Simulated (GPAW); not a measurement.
# Li/Mo(110): work function by functional and basis

Wanted: work functions and dipole of Li/Mo(110), with the cost of each level.

Calculated with GPAW 26.7.0; GPAW, PAW setups; slab in vacuum, relaxation, in the first sound run; inputs show where later runs differ.

This is a report of a sequence of runs, with most program output left out.

## Step 1: Starting point

The cell holds 5 atoms: 4 Mo and 1 Li. Its edges and angles: a = 2.728 Å, b = 2.728 Å, c = 23.643 Å, α = 90.0°, β = 90.0°, γ = 70.5°. Vacuum lies along c.

## Step 2: Relaxing the atoms

Forces are removed first; all later runs use this geometry. The lowest 2 atoms are held at bulk positions and keep their forces.

Input file run.py:

```python
import json
import numpy as np
from ase import Atoms
from ase.constraints import FixAtoms
from ase.optimize import BFGS
from gpaw import GPAW, PW

slab = Atoms(
    ['Mo', 'Mo', 'Mo', 'Mo', 'Li'],
    positions=[
        [0.00000, 0.00000, 7.00000],
        [2.22739, -0.00000, 9.22739],
        [0.00000, 0.00000, 11.45477],
        [2.22739, -0.00000, 13.68216],
        [2.22739, -0.00000, 16.64316]],
    cell=[[2.22739, -1.575, 0.0], [2.22739, 1.575, 0.0], [0.0, 0.0, 23.64316]],
    pbc=[True, True, False])

slab.calc = GPAW(mode=PW(400), xc='PBE', kpts={'size': (12, 12, 1), 'gamma': True},
                 occupations={'name': 'fermi-dirac', 'width': 0.1}, nbands='300%',
                 convergence={'density': 1e-05}, maxiter=200,
                 poissonsolver={'dipolelayer': 'xy'},
                 symmetry={'tolerance': 1e-3, 'extra_ids': [1, 1, 0, 0, 0]}, txt='slab.txt')
result = {}
slab.set_constraint(FixAtoms([0, 1]))
path = []
opt = BFGS(slab, maxstep=0.2)
opt.attach(lambda: path.append((slab.get_potential_energy(), slab.positions.tolist(), slab.get_forces().tolist())))
result['relaxed'] = bool(opt.run(fmax=0.03, steps=40))
result['path'] = path
energy = slab.get_potential_energy()
fermi = slab.calc.get_fermi_level()
v = slab.calc.get_electrostatic_potential().mean((0, 1)) - fermi
n = slab.calc.get_pseudo_density().mean((0, 1))
L = slab.cell[2, 2]
z = np.arange(len(v)) * L / len(v)
low, high = slab.positions[:, 2].min(), slab.positions[:, 2].max()
below, above = np.interp([low - 4.8, high + 4.8], z, v)
slopes = [np.interp(x, z, np.gradient(v, z)) for x in (low - 4.8, high + 4.8)]
eps = np.array([[slab.calc.get_eigenvalues(k, s) for k in range(len(slab.calc.get_ibz_k_points()))]
                for s in range(slab.calc.get_number_of_spins())]) - fermi
top, bottom = eps[eps < 0].max(), eps[eps > 0].min()
dipole = slab.get_dipole_moment()[2]
print(f'energy {energy:.4f} eV, Fermi level {fermi:.4f} eV, dipole {dipole:.5f} e A')
print(f'potential 4.8 A off the faces, from the Fermi level: lower {below:.4f} eV, upper {above:.4f} eV')
print(f'slope of the potential there: lower {slopes[0]:.5f}, upper {slopes[1]:.5f} eV/A')
print(f'nearest levels on the mesh: {top:.4f} and {bottom:.4f} eV')
print('magnetic moment', round(slab.get_magnetic_moment(), 3))
result.update(energy=energy, fermi=fermi, dipole=dipole, below=below, above=above, slopes=slopes, edges=[top, bottom],
              z=z.tolist(), v=v.tolist(), n=n.tolist(), positions=slab.positions.tolist(),
              forces=slab.get_forces(apply_constraint=False).tolist(), moments=slab.get_magnetic_moments().tolist())
json.dump(result, open('result.json', 'w'))
```

On the command line:

```bash
$ OMP_NUM_THREADS=1 OPENBLAS_NUM_THREADS=1 python run.py
```

Wall time 58 min (1 thread of Arm Neoverse V2, shared host); peak memory 0.37 GiB.

The steps of the relaxation:

```
step  energy less that of the first step (eV)  largest force (eV/Å)
   1                                   0.0000                0.4099
   2                                  -0.0038                0.3374
   3                                  -0.0207                0.2927
   4                                  -0.0239                0.2783
   5                                  -0.0395                0.3935
   6                                  -0.0436                0.2671
   7                                  -0.0467                0.2116
   8                                  -0.0479                0.2314
   9                                  -0.0545                0.2755
  10                                  -0.0603                0.2270
  11                                  -0.0647                0.1176
  12                                  -0.0653                0.0192
```

The atoms that moved most (Å):

```
atom     dx     dy      dz  length
 Li5  0.000  0.000  -0.326   0.326
 Mo4  0.000  0.000  -0.040   0.040
 Mo3  0.000  0.000   0.010   0.010
```

The relaxed structure:

```cif
data_structure
_symmetry_space_group_name_H-M 'P 1'
_symmetry_Int_Tables_number 1
_cell_length_a 2.7280
_cell_length_b 2.7280
_cell_length_c 23.6432
_cell_angle_alpha 90.000
_cell_angle_beta 90.000
_cell_angle_gamma 70.529
_cell_volume 165.89
loop_
_atom_site_label
_atom_site_type_symbol
_atom_site_fract_x
_atom_site_fract_y
_atom_site_fract_z
_atom_site_occupancy
Mo1 Mo 0.00000 0.00000 0.29607 1
Mo2 Mo 0.50000 0.50000 0.39028 1
Mo3 Mo 0.00000 0.00000 0.48491 1
Mo4 Mo 0.50000 0.50000 0.57700 1
Li5 Li 0.50000 0.50000 0.69013 1
```

Numbers from this step:

| Property | Result |
| --- | --- |
| dipole along the normal | 0.03304 e·Å |
| levels nearest the Fermi level on the mesh | -0.004983, 0.004841 eV from the Fermi level |
| upper work function | 3.815 eV |
| lower work function | 4.667 eV |

The electrostatic potential energy of an electron (without an applied field's), less the Fermi level, planar mean oscillates, so the rows of the table below give means over windows of 2.22 Å about each position, cut where the curve ends. Its maxima inside the range that stand out by 2 % of the span (Å: eV): 8.1: -2.09, 10.3: -2.17, 12.6: -2.49, 15.2: 2.13. Its minima: 7.0: -28.0, 9.2: -28.5, 11.5: -28.5, 13.6: -28.1, 16.4: -4.69.

The electrostatic potential energy of an electron (without an applied field's), less the Fermi level, planar mean by z; means over each step:

```
z (Å)  electrostatic potential energy of an electron (without an applied field's), less the Fermi level, planar mean (eV)
 1.11                                                                                                                4.63
 3.33                                                                                                                4.64
 5.55                                                                                                              -0.457
 7.77                                                                                                               -13.3
 9.99                                                                                                               -13.5
12.21                                                                                                               -13.9
14.43                                                                                                               -9.53
16.65                                                                                                               -1.28
18.87                                                                                                                3.48
21.09                                                                                                                3.81
23.31                                                                                                                3.85
```

The pseudo valence density, planar mean oscillates, so the rows of the table below give means over windows of 2.32 Å about each position, cut where the curve ends. Its maxima inside the range that stand out by 2 % of the span (Å: e/Å³): 7.0: 1.99, 9.3: 1.95, 11.4: 1.95, 13.7: 1.94. Its minima: 8.0: 0.327, 10.3: 0.313, 12.5: 0.350.

Table of pseudo valence density, planar mean by z; means over each step:

```
z (Å)  pseudo valence density, planar mean (e/Å³)
 1.16                                      5.5e-6
 3.48                                     0.00140
 5.80                                       0.397
 8.12                                       0.935
10.44                                       0.925
12.76                                       0.958
15.08                                       0.256
17.40                                      0.0278
19.72                                     0.00147
22.04                                      1.5e-5
```

The relaxation lowered the energy of the cell by 0.0653 eV (energies extrapolated to zero smearing; the optimiser's log prints free energies). The largest force left on a free atom is 0.019 eV/Å.

## Step 3: Plane waves, PBE

The work function is the vacuum plateau of the electrostatic potential less the Fermi level; a dipole layer lets the two faces have plateaus of their own.

This step: GPAW, PAW setups; slab in vacuum (GPAW 26.7.0).

run.py: that of step 2 with these lines changed.

```diff
@@ -3,4 +3,2 @@
 from ase import Atoms
-from ase.constraints import FixAtoms
-from ase.optimize import BFGS
 from gpaw import GPAW, PW
@@ -12,5 +10,5 @@
         [2.22739, -0.00000, 9.22739],
-        [0.00000, 0.00000, 11.45477],
-        [2.22739, -0.00000, 13.68216],
-        [2.22739, -0.00000, 16.64316]],
+        [0.00000, 0.00000, 11.46484],
+        [2.22739, -0.00000, 13.64201],
+        [2.22739, -0.00000, 16.31686]],
     cell=[[2.22739, -1.575, 0.0], [2.22739, 1.575, 0.0], [0.0, 0.0, 23.64316]],
@@ -22,10 +20,4 @@
                  poissonsolver={'dipolelayer': 'xy'},
-                 symmetry={'tolerance': 1e-3, 'extra_ids': [1, 1, 0, 0, 0]}, txt='slab.txt')
+                 symmetry={'tolerance': 1e-3}, txt='slab.txt')
 result = {}
-slab.set_constraint(FixAtoms([0, 1]))
-path = []
-opt = BFGS(slab, maxstep=0.2)
-opt.attach(lambda: path.append((slab.get_potential_energy(), slab.positions.tolist(), slab.get_forces().tolist())))
-result['relaxed'] = bool(opt.run(fmax=0.03, steps=40))
-result['path'] = path
 energy = slab.get_potential_energy()
```

Run time: 7.1 min. Hardware: 1 thread; peak memory 0.37 GiB.

Numbers from this step:

| Quantity | Value |
| --- | --- |
| levels nearest the Fermi level on the mesh | -0.004759, 0.004786 eV from the Fermi level |

The electrostatic potential energy of an electron (without an applied field's), less the Fermi level, planar mean oscillates, so the rows of the table below give means over windows of 2.22 Å about each position, cut where the curve ends. Its maxima inside the range that stand out by 2 % of the span (Å: eV): 8.1: -2.09, 10.3: -2.17, 12.6: -2.49, 15.2: 2.13. Its minima: 7.0: -28.0, 9.2: -28.5, 11.5: -28.5, 13.6: -28.1, 16.4: -4.69.

Table of electrostatic potential energy of an electron (without an applied field's), less the Fermi level, planar mean by z; means over each step:

(Unchanged from step 2.)

The pseudo valence density, planar mean oscillates, so the rows of the table below give means over windows of 2.32 Å about each position, cut where the curve ends. Its maxima inside the range that stand out by 2 % of the span (Å: e/Å³): 7.0: 1.99, 9.3: 1.95, 11.4: 1.95, 13.7: 1.94. Its minima: 8.0: 0.327, 10.3: 0.313, 12.5: 0.350.

Pseudo valence density, planar mean against z; means over each step:

```
z (Å)  pseudo valence density, planar mean (e/Å³)
 1.16                                      5.6e-6
 3.48                                     0.00140
 5.80                                       0.397
 8.12                                       0.935
10.44                                       0.925
12.76                                       0.958
15.08                                       0.256
17.40                                      0.0278
19.72                                     0.00147
22.04                                      1.4e-5
```

Force by atom:

```
atom  x (eV/Å)  y (eV/Å)  z (eV/Å)   size
 Mo1     0.000     0.000     0.520  0.520
 Mo2     0.000     0.000    -0.534  0.534
 Mo3     0.000     0.000     0.020  0.020
 Mo4     0.000     0.000    -0.005  0.005
 Li5     0.000     0.000     0.004  0.004
```

The potential is flat to 0.004 eV/Å where it is read, so the vacuum is wide enough.

## Step 4: Self-consistent run: xc = "RPBE"

The same geometry under RPBE, to see how far the functional moves the levels against the vacuum.

run.py: that of step 3 with these lines changed.

```diff
@@ -16,3 +16,3 @@
 
-slab.calc = GPAW(mode=PW(400), xc='PBE', kpts={'size': (12, 12, 1), 'gamma': True},
+slab.calc = GPAW(mode=PW(400), xc='RPBE', kpts={'size': (12, 12, 1), 'gamma': True},
                  occupations={'name': 'fermi-dirac', 'width': 0.1}, nbands='300%',
```

It took 7.7 min on 1 thread; peak memory 0.36 GiB.

Numbers from this step:

```
dipole along the normal                    : 0.02894 e·Å
levels nearest the Fermi level on the mesh : -0.001112, 0.006106 eV from the Fermi level
upper work function                        : 3.773 eV
lower work function                        : 4.519 eV
```

Table of electrostatic potential energy of an electron (without an applied field's), less the Fermi level, planar mean by z:

```
z (Å)  electrostatic potential energy of an electron (without an applied field's), less the Fermi level, planar mean (eV)
  0.0                                                                                                                4.15
  0.5                                                                                                                4.52
  1.0                                                                                                                4.52
  1.5                                                                                                                4.52
  2.0                                                                                                                4.52
  2.5                                                                                                                4.52
  3.0                                                                                                                4.51
  3.5                                                                                                                4.50
  4.0                                                                                                                4.46
  4.5                                                                                                                4.34
  5.0                                                                                                                3.95
  5.5                                                                                                                2.70
  6.0                                                                                                               -1.25
  6.5                                                                                                               -13.6
  7.0                                                                                                               -28.0
  7.5                                                                                                               -13.7
  8.0                                                                                                               -2.57
  8.5                                                                                                               -6.82
  9.0                                                                                                               -24.4
  9.5                                                                                                               -22.9
 10.0                                                                                                               -5.85
 10.5                                                                                                               -3.00
 11.0                                                                                                               -15.3
 11.5                                                                                                               -28.5
 12.0                                                                                                               -12.7
 12.5                                                                                                               -2.75
 13.0                                                                                                               -8.96
 13.5                                                                                                               -26.5
 14.0                                                                                                               -19.2
 14.5                                                                                                               -3.36
 15.0                                                                                                                1.76
 15.5                                                                                                                1.15
 16.0                                                                                                               -2.84
 16.5                                                                                                               -4.34
 17.0                                                                                                              -0.824
 17.5                                                                                                                1.63
 18.0                                                                                                                2.87
 18.5                                                                                                                3.42
 19.0                                                                                                                3.64
 19.5                                                                                                                3.72
 20.0                                                                                                                3.76
 20.5                                                                                                                3.77
 21.0                                                                                                                3.77
 21.5                                                                                                                3.77
 22.0                                                                                                                3.77
 22.5                                                                                                                3.77
 23.0                                                                                                                3.77
 23.5                                                                                                                3.99
```

Table of pseudo valence density, planar mean by z:

z (Å), pseudo valence density, planar mean (e/Å³) and a bar:
```
     0.00       0.00 
     0.63       0.00 
     1.27       0.00 
     1.90       0.00 
     2.53       0.00 
     3.17       0.00 
     3.80       0.00 
     4.43       0.00 
     5.07       0.02 
     5.70       0.08 #
     6.33       0.45 #######
     6.97       1.99 ##############################
     7.60       0.59 #########
     8.23       0.33 #####
     8.87       1.12 #################
     9.50       1.41 #####################
    10.13       0.35 #####
    10.77       0.48 #######
    11.40       1.95 #############################
    12.03       0.64 ##########
    12.67       0.35 #####
    13.30       1.18 ##################
    13.93       1.35 ####################
    14.57       0.24 ####
    15.20       0.10 #
    15.83       0.07 #
    16.47       0.04 #
    17.10       0.04 #
    17.73       0.02 
    18.37       0.01 
    19.00       0.00 
    19.63       0.00 
    20.27       0.00 
    20.90       0.00 
    21.53       0.00 
    22.17       0.00 
    22.80       0.00 
    23.43       0.00
```

Force by atom:

```
atom  x (eV/Å)  y (eV/Å)  z (eV/Å)   size
 Mo1     0.000     0.000     0.351  0.351
 Mo2     0.000     0.000    -0.536  0.536
 Mo3     0.000     0.000     0.010  0.010
 Mo4     0.000     0.000     0.111  0.111
 Li5     0.000     0.000     0.064  0.064
```

The upper face's work function is 3.773 eV, against 3.815 eV in the first plane-wave PBE run at this geometry.

(Continued in part 2 of 2.)

[Logs are printed without paths, hosts, clocks, repeated set-up lines and the standing remarks that a program may print on its own settings, such as how far it seeks lower states.]

[Hosts, paths, dates, database ids (printed as entryN), source tags and the programs' standing remarks are cut or masked in the printed files.]
